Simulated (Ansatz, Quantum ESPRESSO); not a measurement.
## Cu [001], fcc: uniaxial strain and lateral response

The c axis is held at a set length while the cell relaxes sideways. How do the lateral strain and the stress follow? The strained cell has c along the load; unstrained it is a = 2.5192 Å, b = 2.5192 Å, c = 3.5626 Å, α = 90.00°, β = 90.00°, γ = 90.00°, with 2 atoms.

Calculated with Ansatz 0.2.0, PBEsol, PAW files of the set soft_1, cutoff 600 eV, Fermi–Dirac smearing 0.05 eV, k-mesh 17×17×12, no spin polarisation, no spin-orbit coupling.

Relaxed positions at 0 %:

```
atom       x       y       z
  Cu  0.0000  0.0000  0.0000
  Cu  0.5000  0.5000  0.5000
```

| ε_c (%) | a (Å) | c (Å) | ε_a (%) | σ (GPa, tension positive) |
| --- | --- | --- | --- | --- |
| −3 | 2.5515 | 3.4558 | 1.285 | −2.80 |
| −2 | 2.5397 | 3.4914 | 0.816 | −2.13 |
| −1 | 2.5291 | 3.5270 | 0.395 | −1.14 |
| 0 | 2.5191 | 3.5626 | −0.003 | −0.08 |
| 1 | 2.5088 | 3.5983 | −0.412 | 0.80 |
| 3 | 2.4899 | 3.6695 | −1.161 | 2.71 |

**Question.** Fit both responses and give the free strain and the stress at +2 %, a row left out above.

Least squares with y = y0 + y1 ε + y2 ε² (ε in %) gives ε_a = −0.014 + (−0.4059) ε + (0.0081) ε² and σ = −0.17 + (0.936) ε + (0.011) ε² GPa. The linear terms put the ratio of free to applied strain at −0.406 and the Young modulus at 94 GPa.

At +2 % the free strain comes out as −0.794 %. The run itself gives −0.799 %, so the estimate misses by 0.005 %; the fitted rows themselves lie up to 0.014 % off the law.

The stress comes out as 1.75 GPa. The run itself gives 1.71 GPa, so the estimate misses by 0.04 GPa; the fitted rows themselves lie up to 0.13 GPa off the law.

Along a cube axis ν = C12/(C11 + C12) and Y = (C11 − C12)(C11 + 2C12)/(C11 + C12), so C11 = Y(1 − ν)/[(1 + ν)(1 − 2ν)] = 210 GPa and C12 = 144 GPa.

The same fit over all rows at other levels or in other programs gives the strain ratio = −0.404 with PBEsol (Quantum ESPRESSO, GBRV).

[Logs are printed without paths, hosts, clocks, repeated set-up lines and the standing remarks that a program may print on its own settings, such as how far it seeks lower states.]
